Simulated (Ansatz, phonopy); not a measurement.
# Grüneisen parameters and expansion of Al (Aluminum, Fm-3m), part 3 of 3

Aim: how the vibrations of Aluminum shift with volume, and the expansion that follows.

What experiment has found for this phase:
- volume expansion coefficient 69 1e-6/K and heat capacity C_P per formula unit 24.2 J/mol/K near room temperature (given in “High-Throughput Prediction of Finite-Temperature Properties using the Quasi-Harmonic Approximation”, 2016, arXiv:1603.06924)

Ansatz 0.2.0; DFT PBEsol, scalar-relativistic, plane waves, PAW.

So far. Step 9 (Phonons, V/V0 0.985): No mode is imaginary beyond numerical noise at the solved wavevectors. Step 10 (Single point at a scaled cell, V/V0 1.03): The run ends at a pressure of -2.22 GPa.

## 11. Phonons, V/V0 1.03

The same q-mesh and k-mesh are kept at every volume, so that much of their error can cancel in the differences.

The input, input.yaml:

```yaml
crystal:
  lattice:
    - [0.0, 2.0267711974, 2.0267711974]
    - [2.0267711974, 0.0, 2.0267711974]
    - [2.0267711974, 2.0267711974, 0.0]
  atoms:
    - { symbol: Al, position: [0.0, 0.0, 0.0] }
kpoints:
  mp_grid: { grid: [20, 20, 20] }
hamiltonian:
  xc: pbesol
scf:
  occupations: { method: methfessel_paxton, width: 0.2 }
output:
  eigenvalues: true
phonons:
  method: dfpt
  qmesh: [4, 4, 4]
  temperatures: { t_max: 1000, t_step: 50 }
  qpath:
    path:
      - [[0.0, 0.0, 0.0], [0.5, 0.0, 0.5], [0.625, 0.25, 0.625]]
      - [[0.375, 0.375, 0.75], [0.0, 0.0, 0.0], [0.5, 0.5, 0.5], [0.5, 0.25, 0.75], [0.5, 0.0, 0.5]]
    npoints: 10
```

On the command line:

```bash
$ ansatz run input.yaml --threads 4 --pin off --max-ram 8192MiB --backend cpu --events-out ev --progress --plain --runs-dir out
```

Numbers of over 12 decimals in the logs are rounded to 6 here.

The program printed:

```text
[...]
Crystal: 1 atoms, lattice volume = 16.651 Å³
Basis set: ecut = 420 eV, 331 PW (Γ), exchange–correlation on 40×40×40 points (8 copies of the dense FFT grid, shifted against one another)
Bands: 6, of which v1, the nominal top of the filled ones, is band 2 counted from 1 (1 counted from 0)
Symmetry: 48 space group operations
k-points: 256 of 8000
[...]
E sigma→0 (E₀):  -524.544229 eV
Entropy (-TS):   -0.000416 eV (-0.416 meV/atom)
Fermi energy:    7.832466 eV
[...]
--- Band table (eV; the first three rows and the last of 256) ---
[...]
ASR residual: 2.098e-6 → 0.000e0 eV/Å²; symmetrization residual: 1.258e-15 eV/Å²
  ASR residual per site (eV/Å²): 2.10e-6
  Γ frequencies (cm⁻¹): 0.00 0.00 0.00
--- Phonons (arbitrary-q DFPT): 8 irreducible q on the 4×4×4 mesh ---
[...]
interpolated dispersion: 62 rows × 3 modes
[...]
[key lines of the parts left out:]
SCF converged after 6 iterations
Free energy (F): -524.544333 eV
```

Run time: 37 s. Hardware: 4 threads of Arm Neoverse V2, shared host; peak memory 1.9 GiB.

No mode is imaginary beyond numerical noise at the solved wavevectors.

## 12. A cell at another volume, V/V0 0.97

Symmetry fixes every atom, so a single point at the scaled cell gives the energy and pressure of this member.

The cell differs from the one that the last finished run ended in (a 2.866 → 2.810 Å, b 2.866 → 2.810 Å, c 2.866 → 2.810 Å).

input.yaml, the sections that differ from step 11:

```yaml
crystal:
  lattice:
    - [0.0, 1.9866265125, 1.9866265125]
    - [1.9866265125, 0.0, 1.9866265125]
    - [1.9866265125, 1.9866265125, 0.0]
  atoms:
    - { symbol: Al, position: [0.0, 0.0, 0.0] }
output:
  forces: true
  stress: true
  eigenvalues: true
  write_density: true
  write_potential: true
  elf: true
  volumetric_format: npy
# kpoints, hamiltonian, scf: as in step 11
# phonons: removed
```

The program printed:

```text
[...]
Crystal: 1 atoms, lattice volume = 15.681 Å³
Basis set: ecut = 420 eV, 331 PW (Γ), exchange–correlation on 40×40×40 points (8 copies of the dense FFT grid, shifted against one another)
Bands: 6, of which v1, the nominal top of the filled ones, is band 2 counted from 1 (1 counted from 0)
Symmetry: 48 space group operations
[...]
k-points: 256 of 8000
[...]
Internal energy: -524.543683 eV  (E = F + TS)
E sigma→0 (E₀):  -524.543813 eV
Entropy (-TS):   -0.000173 eV (-0.173 meV/atom)
Fermi energy:    8.470171 eV
[...]
--- Stress (GPa, compression-positive) ---
        2.658357      -0.000000       0.000000
        0.000000       2.658357      -0.000000
       -0.000000       0.000000       2.658357
  P = ⅓ Tr σ = 2.6584 GPa (26.584 kbar)
--- Band table (eV; the first three rows and the last of 256) ---
[...]
[key lines of the parts left out:]
SCF converged after 3 iterations
Free energy (F): -524.543856 eV
```

The job ended after 0.53 s (4 threads; peak memory 0.28 GiB).

The run ends at a pressure of 2.66 GPa.

## 13. Phonons, V/V0 0.97

The same q-mesh and k-mesh are kept at every volume, so that much of their error can cancel in the differences.

input.yaml, the sections that differ from step 12:

```yaml
output:
  eigenvalues: true
phonons:
  method: dfpt
  qmesh: [4, 4, 4]
  temperatures: { t_max: 1000, t_step: 50 }
  qpath:
    path:
      - [[0.0, 0.0, 0.0], [0.5, 0.0, 0.5], [0.625, 0.25, 0.625]]
      - [[0.375, 0.375, 0.75], [0.0, 0.0, 0.0], [0.5, 0.5, 0.5], [0.5, 0.25, 0.75], [0.5, 0.0, 0.5]]
    npoints: 10
# crystal, kpoints, hamiltonian, scf: as in step 12
```

The program printed:

```text
[...]
Crystal: 1 atoms, lattice volume = 15.681 Å³
Basis set: ecut = 420 eV, 331 PW (Γ), exchange–correlation on 40×40×40 points (8 copies of the dense FFT grid, shifted against one another)
Bands: 6, of which v1, the nominal top of the filled ones, is band 2 counted from 1 (1 counted from 0)
Symmetry: 48 space group operations
k-points: 256 of 8000
[...]
E sigma→0 (E₀):  -524.543813 eV
Entropy (-TS):   -0.000173 eV (-0.173 meV/atom)
Fermi energy:    8.470189 eV
[...]
--- Band table (eV; the first three rows and the last of 256) ---
[...]
ASR residual: 2.815e-6 → 0.000e0 eV/Å²; symmetrization residual: 3.220e-15 eV/Å²
  ASR residual per site (eV/Å²): 2.81e-6
  Γ frequencies (cm⁻¹): 0.00 0.00 0.00
--- Phonons (arbitrary-q DFPT): 8 irreducible q on the 4×4×4 mesh ---
[...]
interpolated dispersion: 62 rows × 3 modes
[...]
[key lines of the parts left out:]
SCF converged after 6 iterations
Free energy (F): -524.543856 eV
```

It took 35 s on 4 threads; peak memory 1.8 GiB; 2.1 min of CPU time.

No mode is imaginary beyond numerical noise at the solved wavevectors.

## 14. A cell at another volume, V/V0 1.05

Symmetry fixes every atom, so a single point at the scaled cell gives the energy and pressure of this member.

The cell differs from the one that the last finished run ended in (a 2.810 → 2.885 Å, b 2.810 → 2.885 Å, c 2.810 → 2.885 Å).

input.yaml, the sections that differ from step 13:

```yaml
crystal:
  lattice:
    - [0.0, 2.039805454, 2.039805454]
    - [2.039805454, 0.0, 2.039805454]
    - [2.039805454, 2.039805454, 0.0]
  atoms:
    - { symbol: Al, position: [0.0, 0.0, 0.0] }
output:
  forces: true
  stress: true
  eigenvalues: true
# kpoints, hamiltonian, scf: as in step 13
# phonons: removed
```

The program printed:

```text
[...]
Crystal: 1 atoms, lattice volume = 16.974 Å³
Basis set: ecut = 420 eV, 331 PW (Γ), exchange–correlation on 40×40×40 points (8 copies of the dense FFT grid, shifted against one another)
Bands: 6, of which v1, the nominal top of the filled ones, is band 2 counted from 1 (1 counted from 0)
Symmetry: 48 space group operations
[...]
k-points: 256 of 8000
[...]
Internal energy: -524.538103 eV  (E = F + TS)
E sigma→0 (E₀):  -524.538412 eV
Entropy (-TS):   -0.000413 eV (-0.413 meV/atom)
Fermi energy:    7.632157 eV
[...]
--- Stress (GPa, compression-positive) ---
       -3.515840      -0.000000      -0.000000
       -0.000000      -3.515840      -0.000000
       -0.000000       0.000000      -3.515840
  P = ⅓ Tr σ = -3.5158 GPa (-35.158 kbar)
--- Band table (eV; the first three rows and the last of 256) ---
[...]
[key lines of the parts left out:]
SCF converged after 3 iterations
Free energy (F): -524.538516 eV
```

Wall time 0.4 s (4 threads); peak memory 0.28 GiB.

The run ends at a pressure of -3.52 GPa.

## 15. Phonons, V/V0 1.05

Phonons at this volume give one point of F(V, T); meshes stay fixed along the series.

input.yaml, the sections that differ from step 14:

```yaml
output:
  eigenvalues: true
phonons:
  method: dfpt
  qmesh: [4, 4, 4]
  temperatures: { t_max: 1000, t_step: 50 }
  qpath:
    path:
      - [[0.0, 0.0, 0.0], [0.5, 0.0, 0.5], [0.625, 0.25, 0.625]]
      - [[0.375, 0.375, 0.75], [0.0, 0.0, 0.0], [0.5, 0.5, 0.5], [0.5, 0.25, 0.75], [0.5, 0.0, 0.5]]
    npoints: 10
# crystal, kpoints, hamiltonian, scf: as in step 14
```

The program printed:

```text
[...]
Crystal: 1 atoms, lattice volume = 16.974 Å³
Basis set: ecut = 420 eV, 331 PW (Γ), exchange–correlation on 40×40×40 points (8 copies of the dense FFT grid, shifted against one another)
Bands: 6, of which v1, the nominal top of the filled ones, is band 2 counted from 1 (1 counted from 0)
Symmetry: 48 space group operations
k-points: 256 of 8000
[...]
E sigma→0 (E₀):  -524.538412 eV
Entropy (-TS):   -0.000413 eV (-0.413 meV/atom)
Fermi energy:    7.632211 eV
[...]
--- Band table (eV; the first three rows and the last of 256) ---
[...]
ASR residual: 7.940e-7 → 0.000e0 eV/Å²; symmetrization residual: 3.608e-15 eV/Å²
  ASR residual per site (eV/Å²): 7.94e-7
  Γ frequencies (cm⁻¹): 0.00 0.00 0.00
--- Phonons (arbitrary-q DFPT): 8 irreducible q on the 4×4×4 mesh ---
[...]
interpolated dispersion: 62 rows × 3 modes
[...]
[key lines of the parts left out:]
SCF converged after 6 iterations
Free energy (F): -524.538516 eV
```

Wall time 37 s (4 threads); peak memory 1.9 GiB; 2.3 min of CPU time.

No LO-TO term. The phonon branches at the labelled points (cm⁻¹):

| point | branch 1 | branch 2 | branch 3 |
| --- | --- | --- | --- |
| Γ | 0 | 0 | 0 |
| halfway | 125 | 125 | 222 |
| X | 179 | 179 | 300 |
| halfway | 178 | 200 | 290 |
| U | 172 | 237 | 266 |
| jump to K | 172 | 237 | 266 |
| halfway | 122 | 156 | 227 |
| Γ | 0 | 0 | 0 |
| halfway | 102 | 102 | 214 |
| L | 127 | 127 | 301 |
| halfway | 158 | 197 | 278 |
| W | 201 | 248 | 248 |
| halfway | 190 | 206 | 282 |
| X | 179 | 179 | 300 |

The phonon branches as a text plot (rows in cm⁻¹):

```
    295 |           ****                        *****          **
    282 |         **    *                      *     **      **
    270 |        *       **                   *        *    *
    257 |                  ****                         *  *
    244 |       *          *   *             *           ***
    232 |                ** *   *                       *
    219 |      *        *                   *          *    **
    207 |                    **                           *
    194 |    **        *         *                    *  * ****
    182 |           *****      *           *         *  *     ***
    169 |         **     ***                           *
    157 |   *    *          *   * **                * *
    144 |       *            **           *        ***
    132 |                      *                ****
    119 |      *                **           ***
    107 |  * **                  *  *       *
     94 |                         **     * *
     81 |   *                     **
     69 |                                 *
     56 | **                        **
     44 |                               **
     31 | *                          *
     19 |                               *
      6 |*                            **
         Γ           X  U|K            Γ         L        W     X
```

No mode is imaginary beyond numerical noise at the solved wavevectors.

## 16. How the modes move with volume

This step: DFT PBEsol, scalar-relativistic, plane waves, PAW (phonopy 4.10.0).

This step gave:

| Property | Result |
| --- | --- |
| share of modes with a negative Grüneisen parameter | 0 |

Mean Grüneisen, by row:

| T (K) | heat-capacity-weighted mean | root mean square |
| --- | --- | --- |
| 50 | 2.097 | 2.109 |
| 100 | 2.071 | 2.079 |
| 200 | 2.053 | 2.06 |
| 300 | 2.049 | 2.055 |
| 500 | 2.047 | 2.053 |
| 800 | 2.046 | 2.052 |

Table of mean mode Grueneisen parameter by wavenumber:

| wavenumber (cm⁻¹) | mean mode Grueneisen parameter |
| --- | --- |
| 6 | - |
| 16 | - |
| 38 | 2.69 |
| 49 | 2.17 |
| 71 | 2.14 |
| 82 | 2.12 |
| 93 | 1.97 |
| 115 | 2.13 |
| 126 | 2.08 |
| 137 | 2.1 |
| 159 | 2.16 |
| 170 | 2.15 |
| 192 | 2.13 |
| 203 | 2.09 |
| 214 | 2.01 |
| 236 | 1.96 |
| 247 | 1.95 |
| 258 | 1.94 |
| 280 | 1.96 |
| 291 | 1.98 |
| 313 | 1.91 |
| 324 | 1.87 |

Volume series, by row:

| V/V0 | V (Å³/atom) | pressure (GPa) | E - E0 (meV/atom) | gap (eV) | zero-point energy (meV/atom) | lowest on the path (cm⁻¹) | highest at Gamma without the LO-TO term (cm⁻¹) |
| --- | --- | --- | --- | --- | --- | --- | --- |
| 0.97 | 15.68 | 2.658 | 3.878 | 0 | 42.2 | 0 | - |
| 0.985 | 15.92 | 1.276 | 0.935 | 0 | 40.94 | 0 | - |
| 1 | 16.17 | 0.008 | 0 | 0 | 39.72 | 0 | - |
| 1.015 | 16.41 | -1.156 | 0.887 | 0 | 38.53 | 0 | - |
| 1.03 | 16.65 | -2.224 | 3.462 | 0 | 37.37 | 0 | - |
| 1.05 | 16.97 | -3.516 | 9.279 | 0 | 35.88 | 0 | - |

Grüneisen at points, by row:

| point | branch | frequency (cm⁻¹) | mode Grüneisen parameter |
| --- | --- | --- | --- |
| X | 1 | 200.2 | 2.29 |
| X | 3 | 328.6 | 1.82 |
| U | 1 | 192 | 2.15 |
| U | 2 | 260.9 | 1.96 |
| U | 3 | 293.2 | 1.97 |
| K | 1 | 192 | 2.15 |
| K | 2 | 260.9 | 1.96 |
| K | 3 | 293.2 | 1.97 |
| L | 1 | 142.8 | 2.33 |
| L | 3 | 330.1 | 1.85 |
| W | 1 | 222.4 | 2 |
| W | 2 | 273.2 | 1.93 |

## 17. Quasi-harmonic fit by phonopy

This step gave:

- volume expansion coefficient at 300 K: 66.78 1e-6/K
- isothermal bulk modulus at 300 K: 72.61 GPa
- C_P at 300 K: 23.90 J/mol-atom/K
- Grüneisen parameter at 300 K: 2.106

The energy (each curve on its own zero) by volume; values in meV/atom:

| volume (Å³/atom) | static | F at 0 K | F at 300 K | F at 950 K |
| --- | --- | --- | --- | --- |
| 15.681 | 3.88 | 6.97 | 10.5 | 23.3 |
| 15.924 | 0.94 | 2.77 | 4.97 | 12.8 |
| 16.166 | 0 | 0.61 | 1.44 | 4.27 |
| 16.409 | 0.89 | 0.31 | -0.27 | -2.45 |
| 16.651 | 3.46 | 1.73 | -0.28 | -7.52 |
| 16.974 | 9.28 | 6.05 | 2.08 | -11.9 |

Phonopy-qha, vinet fit of F(V) at each temperature; no electronic free energy. Qha vinet, by row:

| T (K) | fitted volume (Å³/atom) | alpha_V (1e-6/K) | B_T (GPa) | C_P (J/mol-atom/K) | Grueneisen |
| --- | --- | --- | --- | --- | --- |
| 75 | 16.34 | 22.98 | 78.08 | 8.333 | 2.083 |
| 100 | 16.35 | 34.38 | 77.62 | 12.66 | 2.072 |
| 125 | 16.36 | 43.13 | 77.08 | 15.89 | 2.077 |
| 150 | 16.38 | 49.55 | 76.5 | 18.22 | 2.082 |
| 175 | 16.4 | 54.3 | 75.88 | 19.9 | 2.086 |
| 200 | 16.43 | 57.93 | 75.25 | 21.14 | 2.09 |
| 225 | 16.45 | 60.78 | 74.6 | 22.08 | 2.094 |
| 250 | 16.48 | 63.11 | 73.94 | 22.82 | 2.098 |
| 275 | 16.5 | 65.07 | 73.28 | 23.41 | 2.102 |
| 300 | 16.53 | 66.78 | 72.61 | 23.9 | 2.106 |
| 325 | 16.56 | 68.3 | 71.93 | 24.31 | 2.111 |
| 350 | 16.59 | 69.68 | 71.25 | 24.67 | 2.115 |
| 375 | 16.62 | 70.97 | 70.57 | 24.99 | 2.12 |
| 400 | 16.65 | 72.19 | 69.88 | 25.27 | 2.125 |
| 425 | 16.68 | 73.36 | 69.18 | 25.54 | 2.13 |
| 450 | 16.71 | 74.49 | 68.49 | 25.78 | 2.135 |
| 475 | 16.74 | 75.6 | 67.78 | 26.01 | 2.14 |
| 500 | 16.77 | 76.7 | 67.08 | 26.23 | 2.145 |
| 525 | 16.8 | 77.79 | 66.37 | 26.44 | 2.15 |

Table of volume expansion coefficient, phonopy-qha, Vinet by temperature:

| temperature (K) | volume expansion coefficient, phonopy-qha, Vinet (1e-6/K) |
| --- | --- |
| 75 | 23.0 |
| 100 | 34.4 |
| 125 | 43.1 |
| 150 | 49.5 |
| 175 | 54.3 |
| 200 | 57.9 |
| 225 | 60.8 |
| 250 | 63.1 |
| 275 | 65.1 |
| 300 | 66.8 |
| 325 | 68.3 |
| 350 | 69.7 |
| 375 | 71.0 |
| 400 | 72.2 |
| 425 | 73.4 |
| 450 | 74.5 |
| 475 | 75.6 |
| 500 | 76.7 |
| 525 | 77.8 |

The fit gives a volume expansion of 66.8 × 10⁻⁶/K at 300 K.

## 18. Summary of results

- volume expansion coefficient at 300 K: 66.78 1e-6/K
- isothermal bulk modulus at 300 K: 72.61 GPa
- C_P at 300 K: 23.90 J/mol-atom/K
- Grüneisen parameter at 300 K: 2.106
- mean mode Grüneisen parameter at 300 K: 2.05

Near room temperature Aluminum expands by 66.8 × 10⁻⁶/K in volume by PBEsol, with C_P = 23.9 J/(mol K) per mole of atoms and B_T = 72.6 GPa. The table stops at 525 K because beyond it the fitted volume comes within 1 % of the largest computed cell, where the fit loses its support. C_P at room temperature is 96 % of the classical 3R an atom. A measured volume expansion coefficient near room temperature is 69 1e-6/K (arXiv:1603.06924); the calculated 66.8 1e-6/K differs by -3 %. A measured heat capacity per formula unit near room temperature is 24.2 J/mol/K (arXiv:1603.06924); the calculated 23.9 J/mol/K differs by -1 %. The fit leaves out the electrons' free energy, which adds to C_P and to the expansion of a metal at high temperature. The heat-capacity-weighted Grüneisen parameter goes from 2.10 at 50 K to 2.05 at 800 K. Weighting γ by the density of states and each mode's heat capacity at 300 K, modes below 110 cm⁻¹ give about 4 % of the sum of γC that drives the expansion, those up to 220 cm⁻¹ 57 % and the rest 38 %. Among the labelled points γ is largest for branch 1 at L (143 cm⁻¹, 2.3) and smallest for branch 3 at X (329 cm⁻¹, 1.8). The program warned that a few bands missed the eigensolver's threshold in at least one of the runs. The PAW files were made for PBE and are used here under another functional, for which the program regenerates the frozen cores.

[Logs are printed without paths, hosts, clocks, repeated set-up lines and the standing remarks that a program may print on its own settings, such as how far it seeks lower states.]

[Hosts, paths, dates, database ids (printed as entryN), source tags and the programs' standing remarks are cut or masked in the printed files.]

[A step with changed settings may run another functional than the one named; its input shows which.]

[Of the runs on displaced cells, only some may be shown.]
